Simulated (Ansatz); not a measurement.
**A hypothetical structure for Al3C**

This structure for Al3C is made up. Its elements were placed in a known structure type with a cell scaled to their sizes. What cell does the guess relax to, and how far off was it?

Method: DFT, r2SCAN, plane-wave PAW, files of the set soft_1, scalar-relativistic, no spin, cell and ions relaxed at zero pressure; PAW set soft_1, in the first sound run; inputs show where later runs differ, in Ansatz 0.2.0.

## (1) The structure

The structure is hexagonal, space group P6_322 (No. 182). Conventional cell: a = 5.259 Å, b = 5.259 Å, c = 4.905 Å, α = 90.00°, β = 90.00°, γ = 120.00°. Nearest to Al lie 2 C at 2.15 Å. C has 6 Al at 2.15 Å nearest. Farther neighbours are not listed.

## (2) Relaxation of the guess

The guessed cell has no reason to be at equilibrium. It is relaxed with the atoms, within the space group of the guess.

The input, input.yaml:

```yaml
crystal:
  lattice:
    - [5.259, 0.0, 0.0]
    - [-2.6295, 4.554427599, 0.0]
    - [0.0, 0.0, 4.905]
  atoms:
    - { symbol: Al, position: [0.0, 0.328800015, 0.5] }
    - { symbol: Al, position: [0.671199985, 0.671199985, 0.5] }
    - { symbol: Al, position: [0.328800015, 0.0, 0.5] }
    - { symbol: Al, position: [0.671199985, 0.0, 0.0] }
    - { symbol: Al, position: [0.328800015, 0.328800015, 0.0] }
    - { symbol: Al, position: [0.0, 0.671199985, 0.0] }
    - { symbol: C, position: [0.666666667, 0.333333333, 0.75] }
    - { symbol: C, position: [0.333333333, 0.666666667, 0.25] }
kpoints:
  mp_grid: { grid: [6, 6, 6] }
scf:
  occupations: { method: fermi_dirac, width: 0.05 }
hamiltonian:
  xc: r2scan
  pseudopotentials: { kind: paw, azcp: { folder: soft_1 } }
relax:
  f_tol: 0.015
  max_steps: 70
  cell: {}
output:
  forces: true
  stress: true
```

Command:

```bash
> ansatz run input.yaml --threads 4 --pin off --max-ram 10240MiB --backend cpu --events-out ev --progress --plain --runs-dir out
```

Numbers of over 12 decimals in the logs are rounded to 6 here.

Output:

```text
Engine: ansatz 0.2.0, x86_64-unknown-linux-gnu
Pseudopotentials: kind: paw
Pseudopotential: Al, paw, valence charge 3, recommended cutoff 500 eV (meta_gga), soft_1/Al.paw.azcp
Pseudopotential: C, paw, valence charge 4, recommended cutoff 500 eV (meta_gga), soft_1/C.paw.azcp
Functional definition: r2SCAN
  parameter k0 = 0.174
  parameter k1 = 0.065
  parameter a1 = 4.9479
  exchange = r2scan_x(k0 = k0, k1 = k1, a1 = a1)
  correlation = r2scan_c
Crystal: 8 atoms, lattice volume = 117.483 Å³
Basis set: ecut = 500 eV, 2981 PW (Γ), exchange–correlation on 160×160×144 points (64 copies of the dense FFT grid, shifted against one another)
Bands: 21, of which v1, the nominal top of the filled ones, is band 13 counted from 1 (12 counted from 0)
Symmetry: 12 space group operations
Space group: P6322 (ITA 182), of the structure as read, at distance tolerance 4.9e-5 Å
k-points: 28 of 216 (time reversal used)
Non-local potential: Al, projectors of the file, l = 0: 2, l = 1: 2, l = 2: 1
Non-local potential: C, projectors of the file, l = 0: 2, l = 1: 2, l = 2: 1
PAW form: soft (Blöchl's): semilocal exchange-correlation on the pseudo side does not see the compensation charge
PAW frozen core: Al, regenerated for the run's functional (the file was generated under x = pbe(κ = 0.804, μ = 0.219515), c = pbe(β = 0.066725))
PAW frozen core: C, regenerated for the run's functional (the file was generated under x = pbe(κ = 0.804, μ = 0.219515), c = pbe(β = 0.066725))
PAW one-centre angular grid: Al, 302 points (default); XC on 160 Gauss nodes
PAW one-centre angular grid: C, 302 points (default); XC on 219 of its mesh's 2255 points in the sphere
Initial density: superposition of atomic densities (chi_scale 0.1, normalization cell, long waves kept (reshape's long-wave potential 0.03 eV rms))
Initial wavefunctions: pseudopotential atomic-orbital guess
Functional: x = r2scan, c = r2scan; τ floored in thin density (d = 2e-4 eV/Å³)
SCF iter   1: F=—  HF=-3744.635310 eV  |F-HF|=—  |Δ(HF+E_count)|=         —  Δρ=6.11e-2  dr2=7.68e0  dr2_τ=6.79e-1  ethr=3.10e-3  ⟨swp⟩=6.7  Hψ=3216  notcnv=0  defer=2
preconditioner: auto → Kerker (q_TF=auto, 2.122 Å⁻¹)  [metal: Δε(μ)=0.011 eV  Ē_g=9.021 eV  σ=0.050 eV  W_gap=0.05  n_scr=20 (ndim 8)  ℏωp=17.5 eV  f_vac=0.000  D(μ)=4.31/eV (n_scr^D=28)]
SCF iter   2: F=—  HF=-3743.249505 eV  |F-HF|=—  |Δ(HF+E_count)|=    1.39e0  Δρ=2.37e-2  dr2=7.92e-1  dr2_τ=1.11e-1  ethr=3.10e-3  ⟨swp⟩=2.9  Hψ=1427  notcnv=0  defer=48
SCF iter   3: F=—  HF=-3743.211460 eV  |F-HF|=—  |Δ(HF+E_count)|=   3.80e-2  Δρ=1.21e-2  dr2=1.71e-1  dr2_τ=3.54e-3  ethr=3.05e-3  ⟨swp⟩=2.9  Hψ=903  notcnv=0  defer=48
SCF iter   4: F=—  HF=-3743.188818 eV  |F-HF|=—  |Δ(HF+E_count)|=   2.26e-2  Δρ=1.05e-3  dr2=2.15e-3  dr2_τ=5.85e-5  ethr=6.59e-4  ⟨swp⟩=3.0  Hψ=992  notcnv=0  defer=48
SCF iter   5: F=—  HF=-3743.189116 eV  |F-HF|=—  |Δ(HF+E_count)|=   2.98e-4  Δρ=2.91e-4  dr2=1.01e-4  dr2_τ=2.22e-6  ethr=8.27e-6  ⟨swp⟩=2.7  Hψ=917  notcnv=0  defer=48
SCF iter   6: F=—  HF=-3743.189171 eV  |F-HF|=—  |Δ(HF+E_count)|=   5.48e-5  Δρ=5.92e-5  dr2=5.14e-6  dr2_τ=1.64e-8  ethr=3.89e-7  ⟨swp⟩=2.0  Hψ=876  notcnv=0  defer=48
SCF iter   7: F=—  HF=-3743.189177 eV  |F-HF|=—  |Δ(HF+E_count)|=   5.90e-6  Δρ=1.24e-5  dr2=1.53e-7  dr2_τ=3.07e-9  ethr=1.98e-8  ⟨swp⟩=2.0  Hψ=902  notcnv=0  defer=48
SCF iter   8: F=-3743.189177 eV  HF=-3743.189177 eV  |F-HF|=1.57e-9  |Δ(HF+E_count)|=   1.00e-7  Δρ=1.80e-6  dr2=3.31e-9  dr2_τ=1.41e-10  ethr=3.85e-10  ⟨swp⟩=4.0  Hψ=1770  notcnv=0
SCF 1 converged in 8 iterations: F = -3743.189177 eV  dr2 = 3.31e-9
  greatest PAW one-centre occupation: 0.682 electrons in one spin orbital (limit 2), on the C atom at site 7 (counted from 0), in its partial waves of l = 0
relax step   1: F+E_penalty+E_count = -3743.18917726 eV  Δ(F+E_penalty+E_count) = +0.000e0 eV  max|allowed force component| = 9.647e-2 eV/Å  Δτ_max = 0.0000 Å  P = -10.724 GPa  Ω = 117.483 Å³  (8 SCF iters, dr2 threshold 1.00e-7 eV, accepted)
Crystal: 8 atoms, lattice volume = 106.620 Å³
Basis set: ecut = 500 eV, 2765 PW (Γ), exchange–correlation on 160×160×144 points (64 copies of the dense FFT grid, shifted against one another)
Initial density: handed on by an earlier stage of this run
Initial wavefunctions: those handed on with the density
iter 1 solved again at ethr=4.58e-4 eV; its pass at ethr=3.10e-3 eV (dr2=1.19e-1 eV) is discarded
SCF iter   1: F=—  HF=-3743.668986 eV  |F-HF|=—  |Δ(HF+E_count)|=         —  Δρ=7.99e-3  dr2=1.19e-1  dr2_τ=3.57e-2  ethr=4.58e-4  ⟨swp⟩=1.8  Hψ=3910  notcnv=0
preconditioner: auto → Kerker (q_TF=auto, 2.156 Å⁻¹)  [metal: Δε(μ)=0.076 eV  Ē_g=9.134 eV  σ=0.050 eV  W_gap=0.36  n_scr=20 (ndim 8)  ℏωp=18.3 eV  f_vac=0.000  D(μ)=2.04/eV (n_scr^D=8)]
SCF iter   2: F=—  HF=-3743.646812 eV  |F-HF|=—  |Δ(HF+E_count)|=   2.22e-2  Δρ=3.53e-3  dr2=2.77e-2  dr2_τ=8.97e-4  ethr=4.57e-4  ⟨swp⟩=3.0  Hψ=1195  notcnv=0  defer=1
SCF iter   3: F=—  HF=-3743.640090 eV  |F-HF|=—  |Δ(HF+E_count)|=   6.72e-3  Δρ=1.24e-3  dr2=3.49e-3  dr2_τ=6.37e-5  ethr=1.06e-4  ⟨swp⟩=2.2  Hψ=898  notcnv=0  defer=1
SCF iter   4: F=—  HF=-3743.639470 eV  |F-HF|=—  |Δ(HF+E_count)|=   6.20e-4  Δρ=1.74e-4  dr2=4.09e-5  dr2_τ=1.90e-7  ethr=1.34e-5  ⟨swp⟩=2.9  Hψ=916  notcnv=0  defer=1
SCF iter   5: F=—  HF=-3743.639501 eV  |F-HF|=—  |Δ(HF+E_count)|=   3.09e-5  Δρ=4.34e-5  dr2=1.95e-6  dr2_τ=1.72e-8  ethr=1.57e-7  ⟨swp⟩=2.0  Hψ=918  notcnv=0  defer=1
SCF iter   6: F=-3743.639503 eV  HF=-3743.639503 eV  |F-HF|=1.19e-7  |Δ(HF+E_count)|=   1.88e-6  Δρ=1.18e-5  dr2=1.76e-7  dr2_τ=2.20e-9  ethr=3.08e-9  ⟨swp⟩=4.0  Hψ=1816  notcnv=0
SCF 2 converged in 6 iterations: F = -3743.639503 eV  dr2 = 1.76e-7
  greatest PAW one-centre occupation: 0.685 electrons in one spin orbital (limit 2), on the C atom at site 7 (counted from 0), in its partial waves of l = 0
relax step   2: F+E_penalty+E_count = -3743.63950274 eV  Δ(F+E_penalty+E_count) = -4.503e-1 eV  max|allowed force component| = 2.346e-1 eV/Å  Δτ_max = 0.0477 Å  P = -1.881 GPa  Ω = 106.620 Å³  energy of the carried Pulay correction = +5.629e-4 eV  (6 SCF iters, dr2 threshold 8.00e-7 eV, accepted)
Crystal: 8 atoms, lattice volume = 105.388 Å³
Basis set: ecut = 500 eV, 2693 PW (Γ), exchange–correlation on 160×160×144 points (64 copies of the dense FFT grid, shifted against one another)
iter 1 solved again at ethr=9.96e-5 eV; its pass at ethr=3.10e-3 eV (dr2=2.59e-2 eV) is discarded
SCF iter   1: F=—  HF=-3743.668006 eV  |F-HF|=—  |Δ(HF+E_count)|=         —  Δρ=3.49e-3  dr2=2.60e-2  dr2_τ=2.63e-3  ethr=9.96e-5  ⟨swp⟩=1.9  Hψ=3585  notcnv=0
preconditioner: auto → Kerker (q_TF=auto, 2.161 Å⁻¹)  [metal: Δε(μ)=0.082 eV  Ē_g=9.213 eV  σ=0.050 eV  W_gap=0.39  n_scr=20 (ndim 8)  ℏωp=18.4 eV  f_vac=0.000  D(μ)=3.02/eV (n_scr^D=20)]
SCF iter   2: F=—  HF=-3743.665194 eV  |F-HF|=—  |Δ(HF+E_count)|=   2.81e-3  Δρ=1.33e-3  dr2=4.56e-3  dr2_τ=1.80e-4  ethr=9.96e-5  ⟨swp⟩=2.8  Hψ=997  notcnv=0
SCF iter   3: F=—  HF=-3743.664171 eV  |F-HF|=—  |Δ(HF+E_count)|=   1.02e-3  Δρ=4.30e-4  dr2=3.53e-4  dr2_τ=5.66e-6  ethr=1.76e-5  ⟨swp⟩=2.3  Hψ=801  notcnv=0
SCF iter   4: F=—  HF=-3743.664098 eV  |F-HF|=—  |Δ(HF+E_count)|=   7.34e-5  Δρ=4.51e-5  dr2=2.31e-6  dr2_τ=4.66e-8  ethr=1.36e-6  ⟨swp⟩=2.5  Hψ=864  notcnv=0
SCF iter   5: F=-3743.664099 eV  HF=-3743.664099 eV  |F-HF|=5.21e-8  |Δ(HF+E_count)|=   1.38e-6  Δρ=1.42e-5  dr2=3.12e-7  dr2_τ=5.76e-9  ethr=3.08e-9  ⟨swp⟩=4.0  Hψ=1821  notcnv=0
SCF 3 converged in 5 iterations: F = -3743.664099 eV  dr2 = 3.12e-7
  greatest PAW one-centre occupation: 0.686 electrons in one spin orbital (limit 2), on the C atom at site 7 (counted from 0), in its partial waves of l = 0
relax step   3: F+E_penalty+E_count = -3743.66409896 eV  Δ(F+E_penalty+E_count) = -2.460e-2 eV  max|allowed force component| = 3.579e-2 eV/Å  Δτ_max = 0.0204 Å  P = -0.162 GPa  Ω = 105.388 Å³  energy of the carried Pulay correction = +6.302e-4 eV  (5 SCF iters, dr2 threshold 8.00e-7 eV, accepted)
Crystal: 8 atoms, lattice volume = 105.318 Å³
iter 1 solved again at ethr=4.25e-6 eV; its pass at ethr=3.10e-3 eV (dr2=1.11e-3 eV) is discarded
SCF iter   1: F=—  HF=-3743.666126 eV  |F-HF|=—  |Δ(HF+E_count)|=         —  Δρ=7.29e-4  dr2=1.10e-3  dr2_τ=7.09e-5  ethr=4.25e-6  ⟨swp⟩=2.8  Hψ=3311  notcnv=0
preconditioner: auto → Kerker (q_TF=auto, 2.161 Å⁻¹)  [metal: Δε(μ)=0.055 eV  Ē_g=9.208 eV  σ=0.050 eV  W_gap=0.26  n_scr=20 (ndim 8)  ℏωp=18.4 eV  f_vac=0.000  D(μ)=2.98/eV (n_scr^D=20)]
SCF iter   2: F=—  HF=-3743.665954 eV  |F-HF|=—  |Δ(HF+E_count)|=   1.71e-4  Δρ=3.27e-4  dr2=2.41e-4  dr2_τ=6.56e-6  ethr=4.25e-6  ⟨swp⟩=1.8  Hψ=827  notcnv=0
SCF iter   3: F=—  HF=-3743.665915 eV  |F-HF|=—  |Δ(HF+E_count)|=   3.95e-5  Δρ=1.18e-4  dr2=2.62e-5  dr2_τ=6.00e-7  ethr=9.26e-7  ⟨swp⟩=2.1  Hψ=750  notcnv=0
SCF iter   4: F=—  HF=-3743.665914 eV  |F-HF|=—  |Δ(HF+E_count)|=   3.66e-7  Δρ=1.87e-5  dr2=3.67e-7  dr2_τ=1.25e-9  ethr=1.01e-7  ⟨swp⟩=2.9  Hψ=921  notcnv=0
SCF iter   5: F=-3743.665915 eV  HF=-3743.665915 eV  |F-HF|=1.03e-8  |Δ(HF+E_count)|=   3.20e-7  Δρ=3.54e-6  dr2=1.47e-8  dr2_τ=6.94e-11  ethr=1.39e-9  ⟨swp⟩=4.0  Hψ=1733  notcnv=0
SCF 4 converged in 5 iterations: F = -3743.665915 eV  dr2 = 1.47e-8
relax step   4: F+E_penalty+E_count = -3743.66591472 eV  Δ(F+E_penalty+E_count) = -1.816e-3 eV  max|allowed force component| = 1.150e-2 eV/Å  Δτ_max = 0.0042 Å  P = -0.084 GPa  Ω = 105.318 Å³  energy of the carried Pulay correction = +6.341e-4 eV  (5 SCF iters, dr2 threshold 3.62e-7 eV, accepted)
Crystal: 8 atoms, lattice volume = 105.190 Å³
iter 1 solved again at ethr=3.34e-6 eV; its pass at ethr=3.10e-3 eV (dr2=8.69e-4 eV) is discarded
SCF iter   1: F=—  HF=-3743.666698 eV  |F-HF|=—  |Δ(HF+E_count)|=         —  Δρ=7.23e-4  dr2=8.62e-4  dr2_τ=7.61e-5  ethr=3.34e-6  ⟨swp⟩=2.7  Hψ=3460  notcnv=0
preconditioner: auto → Kerker (q_TF=auto, 2.161 Å⁻¹)  [metal: Δε(μ)=0.059 eV  Ē_g=9.217 eV  σ=0.050 eV  W_gap=0.28  n_scr=20 (ndim 8)  ℏωp=18.5 eV  f_vac=0.000  D(μ)=2.86/eV (n_scr^D=20)]
SCF iter   2: F=—  HF=-3743.666571 eV  |F-HF|=—  |Δ(HF+E_count)|=   1.27e-4  Δρ=3.58e-4  dr2=1.97e-4  dr2_τ=5.08e-6  ethr=3.31e-6  ⟨swp⟩=1.9  Hψ=862  notcnv=0
SCF iter   3: F=—  HF=-3743.666556 eV  |F-HF|=—  |Δ(HF+E_count)|=   1.48e-5  Δρ=1.26e-4  dr2=2.28e-5  dr2_τ=6.54e-7  ethr=7.59e-7  ⟨swp⟩=1.3  Hψ=649  notcnv=0
SCF iter   4: F=—  HF=-3743.666556 eV  |F-HF|=—  |Δ(HF+E_count)|=   1.29e-7  Δρ=1.46e-5  dr2=2.10e-7  dr2_τ=1.76e-9  ethr=8.76e-8  ⟨swp⟩=2.8  Hψ=955  notcnv=0
SCF iter   5: F=-3743.666556 eV  HF=-3743.666556 eV  |F-HF|=8.33e-9  |Δ(HF+E_count)|=   1.92e-7  Δρ=3.27e-6  dr2=1.41e-8  dr2_τ=9.35e-11  ethr=4.46e-10  ⟨swp⟩=4.0  Hψ=1764  notcnv=0
SCF 5 converged in 5 iterations: F = -3743.666556 eV  dr2 = 1.41e-8
  greatest PAW one-centre occupation: 0.687 electrons in one spin orbital (limit 2), on the C atom at site 7 (counted from 0), in its partial waves of l = 0
relax step   5: F+E_penalty+E_count = -3743.66655602 eV  Δ(F+E_penalty+E_count) = -6.413e-4 eV  max|allowed force component| = 1.990e-3 eV/Å  Δτ_max = 0.0027 Å  P = +0.036 GPa  Ω = 105.190 Å³  energy of the carried Pulay correction = +6.411e-4 eV  (5 SCF iters, dr2 threshold 1.16e-7 eV, accepted)
Initial wavefunctions: pseudopotential atomic-orbital guess (no wavefunctions were taken with the density)
iter 1 solved again at ethr=1.43e-7 eV; its pass at ethr=3.10e-3 eV (dr2=3.72e-5 eV) is discarded
SCF iter   1: F=—  HF=-3743.665728 eV  |F-HF|=—  |Δ(HF+E_count)|=         —  Δρ=6.10e-5  dr2=3.44e-7  dr2_τ=1.56e-6  ethr=1.43e-7  ⟨swp⟩=3.0  Hψ=4990  notcnv=0
preconditioner: auto → Kerker (q_TF=auto, 2.161 Å⁻¹)  [metal: Δε(μ)=0.065 eV  Ē_g=9.213 eV  σ=0.050 eV  W_gap=0.31  n_scr=20 (ndim 8)  ℏωp=18.5 eV  f_vac=0.000  D(μ)=2.84/eV (n_scr^D=20)]
SCF iter   2: F=—  HF=-3743.665733 eV  |F-HF|=—  |Δ(HF+E_count)|=   4.79e-6  Δρ=3.27e-5  dr2=1.07e-7  dr2_τ=8.75e-8  ethr=1.32e-9  ⟨swp⟩=2.0  Hψ=959  notcnv=0
SCF iter   3: F=—  HF=-3743.665734 eV  |F-HF|=—  |Δ(HF+E_count)|=   1.49e-6  Δρ=1.81e-6  dr2=3.13e-9  dr2_τ=1.51e-10  ethr=4.11e-10  ⟨swp⟩=2.0  Hψ=962  notcnv=0
SCF iter   4: F=—  HF=-3743.665734 eV  |F-HF|=—  |Δ(HF+E_count)|=   4.23e-9  Δρ=5.96e-7  dr2=4.60e-10  dr2_τ=8.70e-12  ethr=1.20e-11  ⟨swp⟩=2.0  Hψ=957  notcnv=0
SCF iter   5: F=-3743.665734 eV  HF=-3743.665734 eV  |F-HF|=3.64e-12  |Δ(HF+E_count)|=  3.52e-10  Δρ=9.67e-8  dr2=1.25e-11  dr2_τ=2.06e-13  ethr=1.00e-12  ⟨swp⟩=4.0  Hψ=1830  notcnv=0
SCF 6 converged in 5 iterations: F = -3743.665734 eV  dr2 = 1.25e-11
relax step   6: F+E_penalty+E_count = -3743.66573429 eV  Δ(F+E_penalty+E_count) = +8.217e-4 eV  max|allowed force component| = 1.892e-3 eV/Å  Δτ_max = 0.0000 Å  P = +0.041 GPa  Ω = 105.190 Å³  stress off target by 5.43e-2 GPa  SCF on the basis re-selected at this cell (its energy is not comparable with the rows above)  (5 SCF iters)
basis re-selected at this cell: Δ(F+E_penalty+E_count) = +8.217e-4 eV, ΔP = +0.005 GPa vs the last step (what re-selecting the basis moved, of the pressure what is left beyond the Pulay correction that the steps carried, after the strain that the cell walked since its last selection, with what the two solves' SCF thresholds leave and, on support functions, any second-order correction that the steps lacked; it is no m [...]
Crystal: 8 atoms, lattice volume = 105.226 Å³
iter 1 solved again at ethr=5.81e-8 eV; its pass at ethr=3.10e-3 eV (dr2=1.51e-5 eV) is discarded
SCF iter   1: F=—  HF=-3743.665748 eV  |F-HF|=—  |Δ(HF+E_count)|=         —  Δρ=9.16e-5  dr2=1.53e-5  dr2_τ=1.85e-6  ethr=5.81e-8  ⟨swp⟩=1.9  Hψ=3189  notcnv=0
preconditioner: auto → Kerker (q_TF=auto, 2.161 Å⁻¹)  [metal: Δε(μ)=0.063 eV  Ē_g=9.210 eV  σ=0.050 eV  W_gap=0.30  n_scr=20 (ndim 8)  ℏωp=18.5 eV  f_vac=0.000  D(μ)=2.85/eV (n_scr^D=20)]
SCF iter   2: F=—  HF=-3743.665746 eV  |F-HF|=—  |Δ(HF+E_count)|=   1.68e-6  Δρ=3.68e-5  dr2=2.43e-6  dr2_τ=1.17e-7  ethr=5.81e-8  ⟨swp⟩=2.1  Hψ=936  notcnv=0
SCF iter   3: F=—  HF=-3743.665743 eV  |F-HF|=—  |Δ(HF+E_count)|=   2.83e-6  Δρ=1.47e-5  dr2=2.91e-7  dr2_τ=2.83e-9  ethr=9.36e-9  ⟨swp⟩=2.0  Hψ=828  notcnv=0
SCF iter   4: F=-3743.665743 eV  HF=-3743.665743 eV  |F-HF|=1.55e-9  |Δ(HF+E_count)|=   2.92e-9  Δρ=1.68e-6  dr2=2.89e-9  dr2_τ=1.31e-10  ethr=2.84e-11  ⟨swp⟩=3.0  Hψ=2270  notcnv=0
SCF 7 converged in 4 iterations: F = -3743.665743 eV  dr2 = 2.89e-9
relax step   7: F+E_penalty+E_count = -3743.66574303 eV  Δ(F+E_penalty+E_count) = -8.746e-6 eV  max|allowed force component| = 4.707e-5 eV/Å  Δτ_max = 0.0003 Å  P = +0.000 GPa  Ω = 105.226 Å³  energy of the carried Pulay correction = -2.565e-6 eV  (4 SCF iters, dr2 threshold 7.38e-9 eV, accepted)
iter 1 solved again at ethr=1.40e-7 eV; its pass at ethr=3.10e-3 eV (dr2=3.65e-5 eV) is discarded
SCF iter   1: F=—  HF=-3743.665749 eV  |F-HF|=—  |Δ(HF+E_count)|=         —  Δρ=1.71e-6  dr2=2.85e-9  dr2_τ=1.99e-10  ethr=1.40e-7  ⟨swp⟩=3.0  Hψ=4993  notcnv=0
eigensolver tolerance schedule: the retry pair's looser diagonalisation over-reported the residual by 12820.95 of it (diagonalisation noise at 1.38 of the residual, at the tolerance the schedule requests for it); recorded, not acted on — ethr = c·dr2/N_el stays at c = 1.0e-1
preconditioner: auto → Kerker (q_TF=auto, 2.161 Å⁻¹)  [metal: Δε(μ)=0.062 eV  Ē_g=9.211 eV  σ=0.050 eV  W_gap=0.29  n_scr=20 (ndim 8)  ℏωp=18.5 eV  f_vac=0.000  D(μ)=2.86/eV (n_scr^D=20)]
SCF iter   2: F=—  HF=-3743.665747 eV  |F-HF|=—  |Δ(HF+E_count)|=   2.51e-6  Δρ=1.09e-6  dr2=1.25e-9  dr2_τ=1.34e-11  ethr=1.10e-11  ⟨swp⟩=2.4  Hψ=993  notcnv=0
SCF iter   3: F=—  HF=-3743.665747 eV  |F-HF|=—  |Δ(HF+E_count)|=   1.12e-9  Δρ=2.57e-7  dr2=9.39e-11  dr2_τ=4.47e-12  ethr=4.80e-12  ⟨swp⟩=2.1  Hψ=904  notcnv=0
SCF iter   4: F=-3743.665747 eV  HF=-3743.665747 eV  |F-HF|=4.55e-13  |Δ(HF+E_count)|=  7.09e-11  Δρ=4.11e-8  dr2=1.88e-12  dr2_τ=3.16e-14  ethr=1.00e-12  ⟨swp⟩=4.0  Hψ=1785  notcnv=0
SCF 8 converged in 4 iterations: F = -3743.665747 eV  dr2 = 1.88e-12
relax step   8: F+E_penalty+E_count = -3743.66574653 eV  Δ(F+E_penalty+E_count) = -3.496e-6 eV  max|allowed force component| = 4.686e-5 eV/Å  Δτ_max = 0.0000 Å  P = +0.000 GPa  Ω = 105.226 Å³  stress off target by 1.71e-3 GPa  SCF on the basis re-selected at this cell (its energy is not comparable with the rows above)  (4 SCF iters)
basis re-selected at this cell: Δ(F+E_penalty+E_count) = -3.496e-6 eV, ΔP = -0.000 GPa vs the last step (what re-selecting the basis moved, of the pressure what is left beyond the Pulay correction that the steps carried, after the strain that the cell walked since its last selection, with what the two solves' SCF thresholds leave and, on support functions, any second-order correction that the steps lacked; it is no m [...]
SCF converged after 4 iterations
Free energy (F): -3743.665747 eV
Harris-Foulkes:  -3743.665747 eV  (|F-HF|=4.55e-13)
Internal energy: -3743.641545 eV  (E = F + TS)
E sigma→0 (E₀):  -3743.653646 eV
Entropy (-TS):   -0.024202 eV (-3.025 meV/atom)
Fermi energy:    9.054630 eV
--- Per-component energies (eV) ---
  E_band       = 77.037272
  E_kinetic    = 317.146706
  E_local      = -201.644477  (includes V_loc(G=0)·N_el)
  E_nonlocal   = 102.143185
  E_hartree    = 99.563001
  E_xc         = -305.749137
  E_vxc        = -320.851223  (∫ρ·V_xc dr)
  E_paw        = -3051.444198  (= ΣΔE_a)
  E_vpaw       = -34.035046  (= ΣTr[D̂ρ^β])
  E_aug_tail   = 0.000007  (compensation charges beyond the density's cutoff)
  E_vtau       = 15.152106  (kinetic-family band-sum trace: ∫τ·v_τ [+ j·A + Jᵃ·Aᵃ] dr)
  E_ewald      = -703.246436
  E_core_change = -0.410196  (= ΣΔE_core)
  E_smearing   = -0.024202  (= −TS)
  E_closure    = -0.000000  (closes the sum)
  Σ components = -3743.665747   (vs F -3743.665747, Δ=0.00e0)
--- Forces (eV/Å), atoms counted from 1 ---
  atom   1  Al     0.00002343    -0.00004058     0.00000000
  atom   2  Al     0.00002343     0.00004058    -0.00000000
  atom   3  Al    -0.00004686     0.00000000     0.00000000
  atom   4  Al     0.00004686     0.00000000     0.00000000
  atom   5  Al    -0.00002343    -0.00004058    -0.00000000
  atom   6  Al    -0.00002343     0.00004058     0.00000000
  atom   7  C     -0.00000000    -0.00000000    -0.00000000
  atom   8  C      0.00000000     0.00000000    -0.00000000
  max |Σ_I F_I| component: 7.29e-17 eV/Å
--- Stress (GPa, compression-positive) ---
       -0.000581      -0.000000       0.000000
       -0.000000      -0.000581       0.000000
        0.000000       0.000000       0.001713
  P = ⅓ Tr σ = 0.0002 GPa (0.002 kbar)
--- Relaxed structure (6 steps of the walk, 6 accepted, 2 SCFs on fresh bases) ---
  F+E_penalty+E_count = -3743.66574653 eV   max|allowed force component| = 4.686e-5 eV/Å   (the final SCF, on the basis selected at the relaxed cell)
  cell:  # Å, volume = 105.2265 Å³
    - [5.121718, 0, 0.0]
    - [-2.560859, 4.435538, 0]
    - [0, 0, 4.631942]
  atoms:
    - { symbol: Al, position: [0, 0.324862, 0.5] }
    - { symbol: Al, position: [0.675138, 0.675138, 0.5] }
    - { symbol: Al, position: [0.324862, -1.5473545178516305e-19, 0.5] }
    - { symbol: Al, position: [0.675138, -1.5473545178516228e-19, 0] }
    - { symbol: Al, position: [0.324862, 0.324862, 0] }
    - { symbol: Al, position: [1.6653345369377348e-16, 0.675138, 0] }
    - { symbol: C, position: [0.666667, 0.333333, 0.75] }
    - { symbol: C, position: [0.333333, 0.666667, 0.25] }
```

Wall time 8.4 s (4 threads of AMD EPYC 9B45 (Zen 5), shared host); peak memory 0.65 GiB.

[end of part 1 of 2]

[Logs are printed without paths, hosts, clocks, repeated set-up lines and the standing remarks that a program may print on its own settings, such as how far it seeks lower states.]

[Hosts, paths, dates, database ids (printed as entryN), source tags and the programs' standing remarks are cut or masked in the printed files.]
